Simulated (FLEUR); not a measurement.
**free Ni(111) film, 1 layer: parallel and opposed starts**

Aim: find out whether free Ni(111) film, 1 layer carries moments, and which collinear order costs least.

Program: FLEUR MaX-R8.1. Level of theory: PBEsol; all-electron FLAPW film, Dirac cores, scalar-relativistic bands. Results are calculated unless marked as measured.

Report form: the programs' logs are mostly left out.

## Step 1: The structure

The cell holds 1 atom: 1 Ni. Cell: a = 2.492 Å, b = 2.492 Å, c = 14.000 Å, α = 90.0°, β = 90.0°, γ = 120.0°. Layers at typed spacings, unrelaxed. Vacuum lies along c.

As a file:

```xyz
1
Lattice="2.4917 0.0000 0.0000 -1.2458 2.1579 0.0000 0.0000 0.0000 14.0000" Properties=species:S:1:pos:R:3
Ni    0.0000    0.0000    7.0000
```

## Step 2: Order 1, typed as ferro +

The parallel start is the test of whether parallel moments hold.

inpgen writes inp.xml from crystal.txt; cutoffs, mixing, functional, smearing and local orbitals are then set in the file. The k list default-1 (kpts.xml, not shown) is a Γ-centred 18×18×1 mesh; where the ranks do not divide the number of points, some are split in two of half the weight.

inp.xml reads:

```
<?xml version="1.0" encoding="UTF-8" standalone="no"?>
<fleurInput fleurInputVersion="0.39">
   <comment>
      Ni
   </comment>
   <calculationSetup>
      <cutoffs Kmax="3.66" Gmax="11.0" GmaxXC="11.0" numbands="0"/>
      <scfLoop itmax="120" minDistance="0.00002" maxIterBroyd="15" imix="Anderson" alpha="0.03" precondParam="0.0" spinf="2.0" sdNocoIR="T"/>
      <coreElectrons ctail="T" frcor="F" kcrel="1" coretail_lmax="0"/>
      <xcFunctional name="PBEs" relativisticCorrections="F"/>
      <magnetism jspins="2"/>
      <soc l_soc="F" theta="0.0" phi="0.0" spav="F"/>
      <expertModes spex="0" secvar="F"/>
      <geometryOptimization l_f="F" forcealpha="1.0" forcemix="BFGS" epsdisp="0.00001" epsforce="0.00001"/>
      <ldaU l_linMix="F" mixParam="0.05" spinf="1.0"/>
   </calculationSetup>
   <cell>
      <bzIntegration valenceElectrons="18.0" mode="hist" fermiSmearingEnergy="0.00183747">
         <kPointListSelection listName="default-1"/>
         <xi:include xmlns:xi="http://www.w3.org/2001/XInclude" href="kpts.xml"> </xi:include>
      </bzIntegration>
      <xi:include xmlns:xi="http://www.w3.org/2001/XInclude" href="sym.xml"> </xi:include>
      <filmLattice scale="1.0" dVac="5.28" dTilda="7.78">
         <bravaisMatrixFilm>
            <row-1>    4.7086300406703598     0.0000001262337051</row-1>
            <row-2>   -2.3543151296652853     4.0777931691130949</row-2>
         </bravaisMatrixFilm>
         <vacuumEnergyParameters vacuum="1" spinUp="-.25" spinDown="-.25"/>
      </filmLattice>
   </cell>
   <atomSpecies>
      <species name="Nickel (Ni1.000" element="Ni" atomicNumber="28">
         <mtSphere radius="2.24" gridPoints="741" logIncrement="0.016"/>
         <atomicCutoffs lmax="8" lnonsphr="6"/>
         <electronConfig flipSpins="F">
            <coreConfig>(1s1/2) (2s1/2) (2p1/2) (2p3/2)</coreConfig>
            <valenceConfig>(3s1/2) (3p1/2) (3p3/2) (4s1/2) (3d3/2) (3d5/2)</valenceConfig>
            <stateOccupation state="(3d3/2)" spinUp="1.6" spinDown="1.6"/>
            <stateOccupation state="(3d5/2)" spinUp="2.9" spinDown="1.9"/>
         </electronConfig>
         <energyParameters s="4" p="4" d="3" f="4"/>
         <lo type="SCLO" l="0" n="3" eDeriv="0"/>
         <lo type="SCLO" l="1" n="3" eDeriv="0"/>
      </species>
   </atomSpecies>
   <atomGroups>
      <atomGroup species="Nickel (Ni1.000">
         <filmPos label="                   1">.0000000000 .0000000000 .0000000000</filmPos>
         <force calculate="T" relaxXYZ="TTT"/>
      </atomGroup>
   </atomGroups>
   <output dos="F" band="F" slice="F">
      <bandDOS minEnergy="-.5*Htr" maxEnergy="0.5*Htr" sigma="0.015" storeEVData="T"/>
      <plotting iplot="0" polar="F">
         <plot TwoD="T" vec1="  1.0  0.0  0.0" vec2="  0.0  1.0  0.0" vec3="  0.0  0.0  1.0" zero="  0.0  0.0 -0.5" file="plot"/>
      </plotting>
      <moessbauerParams electricFieldGradient="F" isomerShift="T" coreHyperfine="T" valenceHyperfine="T"/>
   </output>
</fleurInput>
```

crystal.txt reads:

```
Ni
&input film=T cartesian=F /
2.49169971213  0.00000006680  0.00000000000
-1.24584991392  2.15787521590  0.00000000000
0.00000000000  0.00000000000  1.00000000000
1.8897261246
1.0 1.0 1.0

1
28 0.00000000000  0.00000000000  0.00000000000 : 1.000

&kpt div1=18 div2=18 div3=1 gamma=T /
```

On the command line:

```bash
OMP_NUM_THREADS=1 inpgen -f crystal.txt > inpgen.log  # inp.xml is then edited as shown
OMP_NUM_THREADS=1 mpirun -n 4 fleur_MPI > fleur.log
```

The job ended after 15 s (4 MPI ranks of Arm Neoverse V1, shared host; peak memory 0.19 GiB).

Read from the output:

```yaml
free_energy: -41347.6159 eV
program_s_band_gap_on_this_mesh_in_a_metal_only_a_level_spacing: 0.02364 eV
magnetization: 0.7913 μB
final_state: ferromagnetic
largest_moment: 0.8614 μB
```

After 24 cycles the largest moment stands at 0.861 μB.

## Step 3: Start 2: antiferro q=(0,1/2,0) +-

Reversing part of the moments tests the sign of the couplings between them.

The cell is doubled to 2 atoms to hold this order. The mesh is halved along the doubled vector, so that both cells sample the same points. The k list default-1 (kpts.xml, not shown) is a Γ-centred 18×9×1 mesh.

inp.xml, as its differences from that of step 2:

```diff
@@ -17,3 +17,3 @@
    <cell>
-      <bzIntegration valenceElectrons="18.0" mode="hist" fermiSmearingEnergy="0.00183747">
+      <bzIntegration valenceElectrons="36.0" mode="hist" fermiSmearingEnergy="0.00183747">
          <kPointListSelection listName="default-1"/>
@@ -24,4 +24,4 @@
          <bravaisMatrixFilm>
-            <row-1>    4.7086300406703598     0.0000001262337051</row-1>
-            <row-2>   -2.3543151296652853     4.0777931691130949</row-2>
+            <row-1>    4.7086305846658192     0.0000000000000000</row-1>
+            <row-2>   -4.7086305846658192     8.1555855222424505</row-2>
          </bravaisMatrixFilm>
@@ -44,2 +44,15 @@
       </species>
+      <species name="Nickel (Ni-1.000" element="Ni" atomicNumber="28">
+         <mtSphere radius="2.24" gridPoints="741" logIncrement="0.016"/>
+         <atomicCutoffs lmax="8" lnonsphr="6"/>
+         <electronConfig flipSpins="F">
+            <coreConfig>(1s1/2) (2s1/2) (2p1/2) (2p3/2)</coreConfig>
+            <valenceConfig>(3s1/2) (3p1/2) (3p3/2) (4s1/2) (3d3/2) (3d5/2)</valenceConfig>
+            <stateOccupation state="(3d3/2)" spinUp="1.6" spinDown="1.6"/>
+            <stateOccupation state="(3d5/2)" spinUp="1.9" spinDown="2.9"/>
+         </electronConfig>
+         <energyParameters s="4" p="4" d="3" f="4"/>
+         <lo type="SCLO" l="0" n="3" eDeriv="0"/>
+         <lo type="SCLO" l="1" n="3" eDeriv="0"/>
+      </species>
    </atomSpecies>
@@ -48,2 +61,6 @@
          <filmPos label="                   1">.0000000000 .0000000000 .0000000000</filmPos>
+         <force calculate="T" relaxXYZ="TTT"/>
+      </atomGroup>
+      <atomGroup species="Nickel (Ni-1.000">
+         <filmPos label="                   2">.0000000000 1.000/2.000 .0000000000</filmPos>
          <force calculate="T" relaxXYZ="TTT"/>
```

crystal.txt reads:

```
Ni
&input film=T cartesian=F /
2.49170000000  0.00000000000  0.00000000000
-2.49170000000  4.31575000000  0.00000000000
0.00000000000  0.00000000000  1.00000000000
1.8897261246
1.0 1.0 1.0

2
28 0.00000000000  0.00000000000  0.00000000000 : 1.000
28 0.00000000000  0.50000000000  0.00000000000 : -1.000

&kpt div1=18 div2=9 div3=1 gamma=T /
```

The job ended after 85 s (4 MPI ranks; peak memory 0.4 GiB).

Numbers from this step:

| Property | Result |
| --- | --- |
| free energy | -82695.0505 eV |
| program's band gap on this mesh (in a metal only a level spacing) | 6.69e-4 eV |
| magnetization | 0 μB |
| final state | antiferromagnetic |
| largest moment | 0.5091 μB |

It lies 90.6 meV a seeded atom over the first start, and its largest moment is 0.509 μB against 0.861 μB.

## Step 4: Order 3, typed as no spin polarisation

Without spin polarisation no moment can form, so the difference from the other runs is what forming moments gains.

The k list default-1 (kpts.xml, not shown) is a Γ-centred 18×18×1 mesh.

inp.xml reads:

```
<?xml version="1.0" encoding="UTF-8" standalone="no"?>
<fleurInput fleurInputVersion="0.39">
   <comment>
      Ni
   </comment>
   <calculationSetup>
      <cutoffs Kmax="3.66" Gmax="11.0" GmaxXC="11.0" numbands="0"/>
      <scfLoop itmax="120" minDistance="0.00002" maxIterBroyd="15" imix="Anderson" alpha="0.03" precondParam="0.0" spinf="2.0" sdNocoIR="T"/>
      <coreElectrons ctail="T" frcor="F" kcrel="1" coretail_lmax="0"/>
      <xcFunctional name="PBEs" relativisticCorrections="F"/>
      <magnetism jspins="1"/>
      <soc l_soc="F" theta="0.0" phi="0.0" spav="F"/>
      <expertModes spex="0" secvar="F"/>
      <geometryOptimization l_f="F" forcealpha="1.0" forcemix="BFGS" epsdisp="0.00001" epsforce="0.00001"/>
      <ldaU l_linMix="F" mixParam="0.05" spinf="1.0"/>
   </calculationSetup>
   <cell>
      <bzIntegration valenceElectrons="18.0" mode="hist" fermiSmearingEnergy="0.00183747">
         <kPointListSelection listName="default-1"/>
         <xi:include xmlns:xi="http://www.w3.org/2001/XInclude" href="kpts.xml"> </xi:include>
      </bzIntegration>
      <xi:include xmlns:xi="http://www.w3.org/2001/XInclude" href="sym.xml"> </xi:include>
      <filmLattice scale="1.0" dVac="5.28" dTilda="7.78">
         <bravaisMatrixFilm>
            <row-1>    4.7086300406703598     0.0000001262337051</row-1>
            <row-2>   -2.3543151296652853     4.0777931691130949</row-2>
         </bravaisMatrixFilm>
         <vacuumEnergyParameters vacuum="1" spinUp="-.25" spinDown="-.25"/>
      </filmLattice>
   </cell>
   <atomSpecies>
      <species name="Nickel (Ni)" element="Ni" atomicNumber="28">
         <mtSphere radius="2.24" gridPoints="741" logIncrement="0.016"/>
         <atomicCutoffs lmax="8" lnonsphr="6"/>
         <electronConfig flipSpins="F">
            <coreConfig>(1s1/2) (2s1/2) (2p1/2) (2p3/2)</coreConfig>
            <valenceConfig>(3s1/2) (3p1/2) (3p3/2) (4s1/2) (3d3/2) (3d5/2)</valenceConfig>
            <stateOccupation state="(3d3/2)" spinUp="1.600000" spinDown="1.600000"/>
            <stateOccupation state="(3d5/2)" spinUp="2.400000" spinDown="2.400000"/>
         </electronConfig>
         <energyParameters s="4" p="4" d="3" f="4"/>
         <lo type="SCLO" l="0" n="3" eDeriv="0"/>
         <lo type="SCLO" l="1" n="3" eDeriv="0"/>
      </species>
   </atomSpecies>
   <atomGroups>
      <atomGroup species="Nickel (Ni)">
         <filmPos label="                   1">.0000000000 .0000000000 .0000000000</filmPos>
         <force calculate="T" relaxXYZ="TTT"/>
      </atomGroup>
   </atomGroups>
   <output dos="F" band="F" slice="F">
      <bandDOS minEnergy="-.5*Htr" maxEnergy="0.5*Htr" sigma="0.015" storeEVData="T"/>
      <plotting iplot="0" polar="F">
         <plot TwoD="T" vec1="  1.0  0.0  0.0" vec2="  0.0  1.0  0.0" vec3="  0.0  0.0  1.0" zero="  0.0  0.0 -0.5" file="plot"/>
      </plotting>
      <moessbauerParams electricFieldGradient="F" isomerShift="T" coreHyperfine="T" valenceHyperfine="T"/>
   </output>
</fleurInput>
```

crystal.txt reads:

```
Ni
&input film=T cartesian=F /
2.49169971213  0.00000006680  0.00000000000
-1.24584991392  2.15787521590  0.00000000000
0.00000000000  0.00000000000  1.00000000000
1.8897261246
1.0 1.0 1.0

1
28 0.00000000000  0.00000000000  0.00000000000

&kpt div1=18 div2=18 div3=1 gamma=T /
```

Elapsed: 8.3 s, on 4 MPI ranks; peak memory 0.17 GiB; 33 s of CPU time.

Numbers from this step:

* free energy: -41347.5022 eV
* program's band gap on this mesh (in a metal only a level spacing): 0.002707 eV
* final state: non-magnetic (no spin polarisation)

It lies 114 meV a seeded atom over the first start.

## Step 5: The states side by side

Free energies are divided by the number of seeded atoms, so that cells of unlike size compare. Wavevectors q in the names are fractions of the primitive cell's reciprocal vectors.

Orders:

```
                   start        final state  typed order kept  energy over the lowest (meV a seeded atom)  largest sphere moment (μB)  net moment (μB a primitive cell)  mesh matched  CPU time (s)
                 ferro +      ferromagnetic               yes                                           0                      0.8614                            0.7913           yes         60.31
antiferro q=(0,1/2,0) +-  antiferromagnetic               yes                                       90.59                      0.5091                                 0           yes         338.2
    no spin polarisation       non-magnetic                 -                                       113.7                           0                                 0           yes         32.79
```

## Step 6: Spin–orbit coupling, moments along z

Spin–orbit coupling ties the spins to the lattice and lets orbital moments form.

A new self-consistent run of the start ferro +, with the moments along z.

inp.xml, as its differences from that of step 2:

```diff
@@ -6,3 +6,3 @@
    <calculationSetup>
-      <cutoffs Kmax="3.66" Gmax="11.0" GmaxXC="11.0" numbands="0"/>
+      <cutoffs Kmax="3.66" Gmax="11.0" GmaxXC="11.0" numbands="38"/>
       <scfLoop itmax="120" minDistance="0.00002" maxIterBroyd="15" imix="Anderson" alpha="0.03" precondParam="0.0" spinf="2.0" sdNocoIR="T"/>
@@ -11,3 +11,3 @@
       <magnetism jspins="2"/>
-      <soc l_soc="F" theta="0.0" phi="0.0" spav="F"/>
+      <soc l_soc="T" theta="0.0" phi="0.0" spav="F"/>
       <expertModes spex="0" secvar="F"/>
```

crystal.txt, as its differences from that of step 2:

```diff
@@ -11,2 +11,3 @@
 
+&soc 0.0000000 0.0000000 /
 &kpt div1=18 div2=18 div3=1 gamma=T /
```

Elapsed: 22 s, on 4 MPI ranks; peak memory 0.21 GiB; 87 s of CPU time.

Numbers from this step:

- free energy: -41347.6407 eV
- program's band gap on this mesh (in a metal only a level spacing): 0 eV
- magnetization: 0.786 μB
- final state: ferromagnetic
- largest moment: 0.855 μB
- orbital moment along the spin: 0.07125 μB

Orbital moment in the sphere, along the spin axis by atom:

```
atom  orbital moment in the sphere, along the spin axis (μB)
 Ni1                                                  0.0712
```

Fields along z, the direction of positive moments; semicore shells count as valence. Hyperfine fields at the nuclei:

```
atom  core contact (T)  valence contact (T)  dipolar (T)  orbital (T)  sum (T)  density at the nucleus (e/bohr³)
 Ni1             -26.8                9.172        0.425        6.109   -11.09                             19651
```

## Step 7: Results

| Property | Result |
| --- | --- |
| lowest state found | ferromagnetic (typed ferro +) |
| largest site spin moment | 0.861 μB |
| next finished state | antiferromagnetic, 90.6 meV a seeded atom higher |
| energy gained by spin polarisation | 114 meV a seeded atom |
| hyperfine field at Ni1, along its moment | -11.1 T |
| orbital moment on the atom of largest spin, along its spin (spin–orbit run) | 0.0712 μB |

**Reading.** The lowest state found is ferromagnetic, reached from the start ferro +, with moments up to 0.861 μB. The next finished state costs 91 meV a seeded atom. At Ni1 the core shells give -26.8 T and the valence and semicore s states 9.17 T along the moment, -20.6 T per μB together; orbital and dipolar parts add 6.5 T. Semilocal functionals tend to give too weak a core polarisation. The orbital moment is parallel to the spin, as Hund's third rule has it for a shell over half filled. This is the lowest of 3 finished starts, no proof of the ground state.

[Logs and program files are shortened in this print: banners, set-up blocks, solver, clock and traceback lines can be left out without a mark of their own.]

[Logs are printed without paths, hosts, clocks, repeated set-up lines and the standing remarks that a program may print on its own settings, such as how far it seeks lower states.]

[Hosts, paths, dates, database ids (printed as entryN), source tags and the programs' standing remarks are cut or masked in the printed files.]

[Where a cell is said to come from a database of computed structures, the database is the Materials Project.]
